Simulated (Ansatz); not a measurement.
# Li on Ni(100): change of the work function, part 2 of 4

How does Li on the hollow site change the work function of Ni(100) as the layer fills?

Ansatz 0.2.0; plane-wave DFT, PBE, Ansatz PAW.

So far, work function, upper face (eV): step 2 (the clean slab) 4.88.

### 3. Adsorbate added, k-mesh 4×4×1, coverage 0.111 ML

System of this step: Li/Ni(100). The cell holds 37 atoms: 36 Ni and 1 Li. Cell: a = 7.467 Å, b = 7.467 Å, c = 25.143 Å, α = 90.0°, β = 90.0°, γ = 90.0°. Vacuum lies along c.

The clean slab as it ended is repeated in the plane and the adsorbate is set on one face; the cell's size fixes the coverage, and the k-mesh shrinks with it to keep the sampling density about even. Adsorbate and upper layers relax, since the dipole depends on the height.

Contents of input.yaml:

```yaml
crystal:
  lattice:
    - [7.4670476094, 0.0, 0.0]
    - [0.0, 7.4670476094, 0.0]
    - [0.0, 0.0, 25.1433792852]
  atoms:
    - { symbol: Ni, position: [0.1666666667, 0.1666666667, 0.357947112], spin: 0.76 }
    - { symbol: Ni, position: [0.0, 0.0, 0.4279456583], spin: 0.69 }
    - { symbol: Ni, position: [0.1666666667, 0.1666666667, 0.4988251111], spin: 0.7 }
    - { symbol: Ni, position: [0.0, 0.0, 0.5661777379], spin: 0.76 }
    - { symbol: Ni, position: [0.1666666667, 0.5, 0.357947112], spin: 0.76 }
    - { symbol: Ni, position: [0.0, 0.3333333333, 0.4279456583], spin: 0.69 }
    - { symbol: Ni, position: [0.1666666667, 0.5, 0.4988251111], spin: 0.7 }
    - { symbol: Ni, position: [0.0, 0.3333333333, 0.5661777379], spin: 0.76 }
    - { symbol: Ni, position: [0.1666666667, 0.8333333333, 0.357947112], spin: 0.76 }
    - { symbol: Ni, position: [0.0, 0.6666666667, 0.4279456583], spin: 0.69 }
    - { symbol: Ni, position: [0.1666666667, 0.8333333333, 0.4988251111], spin: 0.7 }
    - { symbol: Ni, position: [0.0, 0.6666666667, 0.5661777379], spin: 0.76 }
    - { symbol: Ni, position: [0.5, 0.1666666667, 0.357947112], spin: 0.76 }
    - { symbol: Ni, position: [0.3333333333, 0.0, 0.4279456583], spin: 0.69 }
    - { symbol: Ni, position: [0.5, 0.1666666667, 0.4988251111], spin: 0.7 }
    - { symbol: Ni, position: [0.3333333333, 0.0, 0.5661777379], spin: 0.76 }
    - { symbol: Ni, position: [0.5, 0.5, 0.357947112], spin: 0.76 }
    - { symbol: Ni, position: [0.3333333333, 0.3333333333, 0.4279456583], spin: 0.69 }
    - { symbol: Ni, position: [0.5, 0.5, 0.4988251111], spin: 0.7 }
    - { symbol: Ni, position: [0.3333333333, 0.3333333333, 0.5661777379], spin: 0.76 }
    - { symbol: Ni, position: [0.5, 0.8333333333, 0.357947112], spin: 0.76 }
    - { symbol: Ni, position: [0.3333333333, 0.6666666667, 0.4279456583], spin: 0.69 }
    - { symbol: Ni, position: [0.5, 0.8333333333, 0.4988251111], spin: 0.7 }
    - { symbol: Ni, position: [0.3333333333, 0.6666666667, 0.5661777379], spin: 0.76 }
    - { symbol: Ni, position: [0.8333333333, 0.1666666667, 0.357947112], spin: 0.76 }
    - { symbol: Ni, position: [0.6666666667, 0.0, 0.4279456583], spin: 0.69 }
    - { symbol: Ni, position: [0.8333333333, 0.1666666667, 0.4988251111], spin: 0.7 }
    - { symbol: Ni, position: [0.6666666667, 0.0, 0.5661777379], spin: 0.76 }
    - { symbol: Ni, position: [0.8333333333, 0.5, 0.357947112], spin: 0.76 }
    - { symbol: Ni, position: [0.6666666667, 0.3333333333, 0.4279456583], spin: 0.69 }
    - { symbol: Ni, position: [0.8333333333, 0.5, 0.4988251111], spin: 0.7 }
    - { symbol: Ni, position: [0.6666666667, 0.3333333333, 0.5661777379], spin: 0.76 }
    - { symbol: Ni, position: [0.8333333333, 0.8333333333, 0.357947112], spin: 0.76 }
    - { symbol: Ni, position: [0.6666666667, 0.6666666667, 0.4279456583], spin: 0.69 }
    - { symbol: Ni, position: [0.8333333333, 0.8333333333, 0.4988251111], spin: 0.7 }
    - { symbol: Ni, position: [0.6666666667, 0.6666666667, 0.5661777379], spin: 0.76 }
    - { symbol: Li, position: [0.1666666667, 0.1666666667, 0.642052888] }
magnetization:
  spin_polarized: true
kpoints:
  mp_grid: { grid: [4, 4, 1] }
hamiltonian:
  xc: pbe
scf:
  occupations: { method: fermi_dirac, width: 0.1 }
  convergence: { dr2_threshold: 1.0e-08 }
efield:
  axis: 3
  dipole_correction: true
  ramp_position: 0.97
  ramp_width: 0.06
relax:
  f_tol: 0.02
  max_steps: 60
  constraints:
    - { sites: [0, 1, 4, 5, 8, 9, 12, 13, 16, 17, 20, 21, 24, 25, 28, 29, 32, 33] }
output:
  write_potential: true
  write_density: true
  volumetric_format: npy
```

Command:

```bash
> ansatz run input.yaml --threads 4 --pin off --max-ram 16384MiB --backend cpu --events-out ev --progress --plain --runs-dir out
```

Numbers of over 12 decimals in the logs are rounded to 6 here.

What it wrote:

```text
[...]
Crystal: 37 atoms, lattice volume = 1401.914 Å³
Basis set: ecut = 420 eV, 27501 PW (Γ), exchange–correlation on 100×100×360 points (8 copies of the dense FFT grid, shifted against one another)
Bands: 407, of which v1, the nominal top of the filled ones, is band 326 counted from 1 (325 counted from 0)
Symmetry: 8 space group operations
k-points: 6 of 16
[...]
Starting moments: Σ|m| = 26.19 μB on 36 of 37 sites
[...]
SCF iter   1: F=—  HF=-210385.323733 eV  |F-HF|=—  |Δ(HF+E_count)|=         —  Δρ=2.24e-2 (↑1.31e-2 ↓2.24e-2)  dr2=3.46e1  dr2_m=2.09e0  M=27.462 μB ∫|m|=28.817 μB  β_m=1.00  ethr=3.10e-3  p=-0.000 e·Å  D=-1.82e-6 V/Å  ΔV_dip=0.00 eV  dr2_dipole=4.51e-3  V_vac-E_F(+/−)=7.13/7.13 eV  ⟨swp⟩=9.6  Hψ=23905  notcnv=0  defer=375
[...]
SCF iter  19: F=-210420.925967 eV  HF=-210420.925967 eV  |F-HF|=3.20e-10  |Δ(HF+E_count)|=   4.98e-9  Δρ=3.64e-7 (↑1.81e-7 ↓3.64e-7)  dr2=4.26e-9  dr2_m=1.76e-10  M=24.147 μB ∫|m|=27.661 μB  ethr=1.00e-12  p=0.431 e·Å  D=5.56e-2 V/Å  ΔV_dip=-1.40 eV  dr2_dipole=1.40e-10  V_vac-E_F(+/−)=3.50/4.89 eV  ⟨swp⟩=6.4  Hψ=27939  notcnv=0
SCF 1 converged in 19 iterations: F = -210420.925967 eV  dr2 = 4.26e-9
[...]
relax step   1: F+E_penalty+E_count = -210420.92596659 eV  Δ(F+E_penalty+E_count) = +0.000e0 eV  max|allowed force component| = 7.042e-2 eV/Å  Δτ_max = 0.0000 Å  (19 SCF iters, accepted)
[...]
SCF iter  11: F=-210420.927401 eV  HF=-210420.927401 eV  |F-HF|=5.33e-9  |Δ(HF+E_count)|=   7.45e-9  Δρ=5.13e-7 (↑1.14e-7 ↓5.13e-7)  dr2=8.33e-9  dr2_m=6.53e-10  M=24.150 μB ∫|m|=27.665 μB  ethr=1.00e-12  p=0.432 e·Å  D=5.58e-2 V/Å  ΔV_dip=-1.40 eV  dr2_dipole=7.07e-10  V_vac-E_F(+/−)=3.49/4.89 eV  ⟨swp⟩=6.2  Hψ=30706  notcnv=0
SCF 2 converged in 11 iterations: F = -210420.927401 eV  dr2 = 8.33e-9
relax step   2: F+E_penalty+E_count = -210420.92740089 eV  Δ(F+E_penalty+E_count) = -1.434e-3 eV  max|allowed force component| = 4.692e-2 eV/Å  Δτ_max = 0.0044 Å  (11 SCF iters, accepted)
SCF iter   1: F=—  HF=-210420.930483 eV  |F-HF|=—  |Δ(HF+E_count)|=         —  Δρ=2.66e-4 (↑2.27e-4 ↓2.66e-4)  dr2=1.97e-3  dr2_m=3.36e-4  M=24.147 μB ∫|m|=27.662 μB  β_m=1.00  ethr=3.52e-6  p=0.432 e·Å  D=5.58e-2 V/Å  ΔV_dip=-1.40 eV  dr2_dipole=1.08e-4  V_vac-E_F(+/−)=3.49/4.90 eV  ⟨swp⟩=4.6  Hψ=10296  notcnv=0  defer=550
[...]
SCF iter  14: F=-210420.928701 eV  HF=-210420.928701 eV  |F-HF|=2.15e-9  |Δ(HF+E_count)|=  6.40e-10  Δρ=1.71e-7 (↑5.45e-8 ↓1.71e-7)  dr2=8.50e-10  dr2_m=7.39e-11  M=24.153 μB ∫|m|=27.668 μB  ethr=1.00e-12  p=0.432 e·Å  D=5.57e-2 V/Å  ΔV_dip=-1.40 eV  dr2_dipole=1.27e-10  V_vac-E_F(+/−)=3.49/4.89 eV  ⟨swp⟩=6.2  Hψ=26138  notcnv=0
SCF 3 converged in 14 iterations: F = -210420.928701 eV  dr2 = 8.50e-10
relax step   3: F+E_penalty+E_count = -210420.92870146 eV  Δ(F+E_penalty+E_count) = -1.301e-3 eV  max|allowed force component| = 1.354e-3 eV/Å  Δτ_max = 0.0087 Å  (14 SCF iters, accepted)
NSCF: frozen V_eff on 6 k-points
the search or the solves at the SCF's close seem to have found levels that the self-consistency loop had missed (the run counts 1). By its estimate they hold under 1e-12 electrons; where the run keeps them, the occupations were computed again with them
[...]
SCF converged after 14 iterations
Magnetization: 24.1528 μB (337.5764 up, 313.4236 down)
Absolute magnetization: 27.6934 μB (∫|ρ↑−ρ↓|, with the PAW one-centre terms)
[...]
Per-site moments (μB) at R_I (Å): [(0.763623, 1.026719), (0.692425, 1.026719), (0.691849, 1.007307), (0.676139, 1.007307), (0.762993, 1.026719), (0.692425, 1.026719), (0.686367, 1.007455), (0.676139, 1.007307), (0.762993, 1.026719), (0.691022, 1.026719), (0.686367, 1.007455), (0.742677, 1.010498), (0.762993, 1.026719), (0.692425, 1.026719), (0.686367, 1.007455), (0.676139, 1.007307), (0.763649, 1.026719), (0.692425,  [...]
Free energy (F): -210420.928701 eV
[...]
Internal energy: -210418.793098 eV  (E = F + TS)
E sigma→0 (E₀):  -210419.860900 eV
Entropy (-TS):   -2.135604 eV (-57.719 meV/atom)
Fermi energy:    2.158112 eV
Dipole field:    D = 0.055737 V/Å  (p = 0.431822 e·Å, saw-weighted, corrected)
Work function:   Φ+ = 3.4930 eV   Φ− = 4.8944 eV
[...]
--- Forces (eV/Å), atoms counted from 1 ---
  atom   1  Ni    -0.00000000     0.00000000     0.32487974
  atom   2  Ni    -0.01264815    -0.01264815    -0.30881229
  atom   3  Ni    -0.00000000     0.00000000    -0.00054851
  atom   4  Ni     0.00115164     0.00115164    -0.00026609
  atom   5  Ni     0.00000000     0.00198439     0.32566827
  atom   6  Ni    -0.01264815     0.01264815    -0.30881229
  atom   7  Ni     0.00000000     0.00024645     0.00135403
  atom   8  Ni     0.00115164    -0.00115164    -0.00026609
  atom   9  Ni     0.00000000    -0.00198439     0.32566827
  atom  10  Ni    -0.01598781     0.00000000    -0.33760913
  atom  11  Ni     0.00000000    -0.00024645     0.00135403
  atom  12  Ni    -0.00013912     0.00000000    -0.00051657
  atom  13  Ni     0.00198439     0.00000000     0.32566827
  atom  14  Ni     0.01264815    -0.01264815    -0.30881229
  atom  15  Ni     0.00024645     0.00000000     0.00135403
  atom  16  Ni    -0.00115164     0.00115164    -0.00026609
  atom  17  Ni     0.00078134     0.00078134     0.33210412
  atom  18  Ni     0.01264815     0.01264815    -0.30881229
  atom  19  Ni     0.00000397     0.00000397     0.00134309
  atom  20  Ni    -0.00115164    -0.00115164    -0.00026609
  atom  21  Ni     0.00078134    -0.00078134     0.33210412
  atom  22  Ni     0.01598781     0.00000000    -0.33760913
  atom  23  Ni     0.00000397    -0.00000397     0.00134309
  atom  24  Ni     0.00013912     0.00000000    -0.00051657
  atom  25  Ni    -0.00198439     0.00000000     0.32566827
  atom  26  Ni     0.00000000    -0.01598781    -0.33760913
  atom  27  Ni    -0.00024645     0.00000000     0.00135403
  atom  28  Ni     0.00000000    -0.00013912    -0.00051657
  atom  29  Ni    -0.00078134     0.00078134     0.33210412
  atom  30  Ni     0.00000000     0.01598781    -0.33760913
  atom  31  Ni    -0.00000397     0.00000397     0.00134309
  atom  32  Ni     0.00000000     0.00013912    -0.00051657
  atom  33  Ni    -0.00078134    -0.00078134     0.33210412
  atom  34  Ni    -0.00000000     0.00000000    -0.37779986
  atom  35  Ni    -0.00000397    -0.00000397     0.00134309
  atom  36  Ni    -0.00000000     0.00000000     0.00022612
  atom  37  Li     0.00000000     0.00000000     0.00017533
  max |Σ_I F_I| component: 5.50e-6 eV/Å
--- Band table (eV; the first three rows and the last of 12) ---
  k-point 0 ↑: bands = [... 322 lower, 1.4827, 1.4827, 1.4949, 1.5776, 1.5810, 1.5824, 1.5824, 1.5853, ... 77 higher]
  k-point 1 ↑: bands = [... 322 lower, 1.4928, 1.5469, 1.5487, 1.5580, 1.5637, 1.5685, 1.5856, 1.5883, ... 77 higher]
  k-point 2 ↑: bands = [... 322 lower, 1.5228, 1.5418, 1.5446, 1.5525, 1.5537, 1.5538, 1.5554, 1.6329, ... 77 higher]
  k-point 5 ↓: bands = [... 322 lower, 2.3489, 2.3503, 2.3503, 2.4633, 2.4633, 2.4660, 2.4683, 2.5206, ... 77 higher]
--- Relaxed structure (3 steps of the walk, 3 accepted, 0 SCFs on fresh bases) ---
  F+E_penalty+E_count = -210420.92870146 eV   max|allowed force component| = 1.354e-3 eV/Å
  atoms:
    - { symbol: Ni, position: [0.166667, 0.166667, 0.357947] }
    - { symbol: Ni, position: [1.6666659794015235e-11, 1.6666659794015235e-11, 0.4279456583] }
    - { symbol: Ni, position: [0.166667, 0.166667, 0.498563] }
    - { symbol: Ni, position: [0.000253235, 0.000253235, 0.565999] }
    - { symbol: Ni, position: [0.166667, 0.500000, 0.357947] }
    - { symbol: Ni, position: [1.6666659794015235e-11, 0.333333, 0.4279456583] }
    - { symbol: Ni, position: [0.166667, 0.500646, 0.498795] }
    - { symbol: Ni, position: [0.000253235, 0.333080, 0.565999] }
    - { symbol: Ni, position: [0.166667, 0.833333, 0.357947] }
    - { symbol: Ni, position: [1.6666659794015235e-11, 0.666667, 0.4279456583] }
    - { symbol: Ni, position: [0.166667, 0.832687, 0.498795] }
    - { symbol: Ni, position: [-2.4536933709044103e-5, 0.666667, 0.566698] }
    - { symbol: Ni, position: [0.500000, 0.166667, 0.357947] }
    - { symbol: Ni, position: [0.333333, 1.6666659794015235e-11, 0.4279456583] }
    - { symbol: Ni, position: [0.500646, 0.166667, 0.498795] }
    - { symbol: Ni, position: [0.333080, 0.000253235, 0.565999] }
    - { symbol: Ni, position: [0.500000, 0.500000, 0.357947] }
    - { symbol: Ni, position: [0.333333, 0.333333, 0.4279456583] }
    - { symbol: Ni, position: [0.500427, 0.500427, 0.498845] }
    - { symbol: Ni, position: [0.333080, 0.333080, 0.565999] }
    - { symbol: Ni, position: [0.500000, 0.833333, 0.357947] }
    - { symbol: Ni, position: [0.333333, 0.666667, 0.4279456583] }
    - { symbol: Ni, position: [0.500427, 0.832906, 0.498845] }
    - { symbol: Ni, position: [0.333358, 0.666667, 0.566698] }
    - { symbol: Ni, position: [0.833333, 0.166667, 0.357947] }
    - { symbol: Ni, position: [0.666667, 1.6666659794015235e-11, 0.4279456583] }
    - { symbol: Ni, position: [0.832687, 0.166667, 0.498795] }
    - { symbol: Ni, position: [0.666667, -2.4536933709044103e-5, 0.566698] }
    - { symbol: Ni, position: [0.833333, 0.500000, 0.357947] }
    - { symbol: Ni, position: [0.666667, 0.333333, 0.4279456583] }
    - { symbol: Ni, position: [0.832906, 0.500427, 0.498845] }
    - { symbol: Ni, position: [0.666667, 0.333358, 0.566698] }
    - { symbol: Ni, position: [0.833333, 0.833333, 0.357947] }
    - { symbol: Ni, position: [0.666667, 0.666667, 0.4279456583] }
    - { symbol: Ni, position: [0.832906, 0.832906, 0.498845] }
    - { symbol: Ni, position: [0.666667, 0.666667, 0.566509] }
    - { symbol: Li, position: [0.166667, 0.166667, 0.642132] }
```

The job ended after 28 min (4 threads of Arm Neoverse V1, shared host; peak memory 11 GiB).

Step by step:

```csv
step,energy less that of the first step (eV),largest force component (eV/Å)
1,0.0000,0.0704
2,-0.0014,0.0469
3,-0.0027,0.0014
```

Forces are held to the 8 operations that the run works with; a distortion that breaks them can't arise in this run.

The atoms that moved most (Å):

```csv
atom,dx,dy,dz,length
Ni12,0.000,0.000,0.013,0.013
Ni28,0.000,0.000,0.013,0.013
Ni24,0.000,0.000,0.013,0.013
Ni32,0.000,0.000,0.013,0.013
Ni36,0.000,0.000,0.008,0.008
Ni3,0.000,0.000,-0.007,0.007
Ni20,-0.002,-0.002,-0.004,0.005
Ni16,-0.002,0.002,-0.004,0.005
```

The relaxed structure:

```cif
data_structure
_symmetry_space_group_name_H-M 'P 1'
_symmetry_Int_Tables_number 1
_cell_length_a 7.4670
_cell_length_b 7.4670
_cell_length_c 25.1434
_cell_angle_alpha 90.000
_cell_angle_beta 90.000
_cell_angle_gamma 90.000
_cell_volume 1401.91
loop_
_atom_site_label
_atom_site_type_symbol
_atom_site_fract_x
_atom_site_fract_y
_atom_site_fract_z
_atom_site_occupancy
Ni1 Ni 0.16667 0.16667 0.35795 1
Ni2 Ni 0.00000 0.00000 0.42795 1
Ni3 Ni 0.16667 0.16667 0.49856 1
Ni4 Ni 0.00025 0.00025 0.56600 1
Ni5 Ni 0.16667 0.50000 0.35795 1
Ni6 Ni 0.00000 0.33333 0.42795 1
Ni7 Ni 0.16667 0.50065 0.49879 1
Ni8 Ni 0.00025 0.33308 0.56600 1
Ni9 Ni 0.16667 0.83333 0.35795 1
Ni10 Ni 0.00000 0.66667 0.42795 1
Ni11 Ni 0.16667 0.83269 0.49879 1
Ni12 Ni 0.99998 0.66667 0.56670 1
Ni13 Ni 0.50000 0.16667 0.35795 1
Ni14 Ni 0.33333 0.00000 0.42795 1
Ni15 Ni 0.50065 0.16667 0.49879 1
Ni16 Ni 0.33308 0.00025 0.56600 1
Ni17 Ni 0.50000 0.50000 0.35795 1
Ni18 Ni 0.33333 0.33333 0.42795 1
Ni19 Ni 0.50043 0.50043 0.49885 1
Ni20 Ni 0.33308 0.33308 0.56600 1
Ni21 Ni 0.50000 0.83333 0.35795 1
Ni22 Ni 0.33333 0.66667 0.42795 1
Ni23 Ni 0.50043 0.83291 0.49885 1
Ni24 Ni 0.33336 0.66667 0.56670 1
Ni25 Ni 0.83333 0.16667 0.35795 1
Ni26 Ni 0.66667 0.00000 0.42795 1
Ni27 Ni 0.83269 0.16667 0.49879 1
Ni28 Ni 0.66667 0.99998 0.56670 1
Ni29 Ni 0.83333 0.50000 0.35795 1
Ni30 Ni 0.66667 0.33333 0.42795 1
Ni31 Ni 0.83291 0.50043 0.49885 1
Ni32 Ni 0.66667 0.33336 0.56670 1
Ni33 Ni 0.83333 0.83333 0.35795 1
Ni34 Ni 0.66667 0.66667 0.42795 1
Ni35 Ni 0.83291 0.83291 0.49885 1
Ni36 Ni 0.66667 0.66667 0.56651 1
Li37 Li 0.16667 0.16667 0.64213 1
```

Numbers from this step:

| Item | Value |
| --- | --- |
| energy at zero smearing | -210419.8609 eV |
| total moment | 24.15 μB |
| work function, upper face | 3.493 eV |
| work function, lower face | 4.894 eV |
| dipole along the normal | 0.4318 e·Å |
| step between the vacuum levels | -1.401 eV |

Running mean over 1.76 Å of the planar mean; the ramp of the sawtooth is left out. The electron's electrostatic potential energy less the Fermi level by z:

```csv
z (Å),electron's electrostatic potential energy less the Fermi level (eV)
4,4.89
5,4.89
6,4.86
7,4.39
8,-1.71
9,-9.86
10,-10.3
11,-10.3
12,-10.2
13,-10.8
14,-10.4
15,-4.87
16,2.79
17,3.28
18,3.47
19,3.49
20,3.49
21,3.49
22,3.49
```

Site moment by element, in μB:

```csv
element,atoms,mean,spread (r.m.s.),least,largest
Ni,36,0.714,0.035,0.676,0.764
Li,1,-0.023,0.000,-0.023,-0.023
```

The atoms farthest from the mean of their element:

```csv
atom,"x, y, z (Å)",site moment (μB)
Ni29,"6.22, 3.73, 9.00",0.764
Ni33,"6.22, 6.22, 9.00",0.764
Ni17,"3.73, 3.73, 9.00",0.764
Ni21,"3.73, 6.22, 9.00",0.764
Ni1,"1.24, 1.24, 9.00",0.764
Ni5,"1.24, 3.73, 9.00",0.763
Ni13,"3.73, 1.24, 9.00",0.763
Ni9,"1.24, 6.22, 9.00",0.763
```

The relaxation took 3 steps and lowered the energy by 0.0027 eV; the largest force on the free atoms ends at 0.0014 eV/Å.

The covered face has 3.49 eV, -1.39 eV against the clean one; the bare back face has moved by +0.01 eV, a measure of how thin the slab is.

(Part 2 of 4 ends here.)

[Logs are printed without paths, hosts, clocks, repeated set-up lines and the standing remarks that a program may print on its own settings, such as how far it seeks lower states.]

[Hosts, paths, dates, database ids (printed as entryN), source tags and the programs' standing remarks are cut or masked in the printed files.]

[Maps of the electrostatic potential energy from Ansatz leave out the sawtooth potential of an applied field or a dipole correction, so their vacuum need not be flat; planar profiles and work functions include it.]
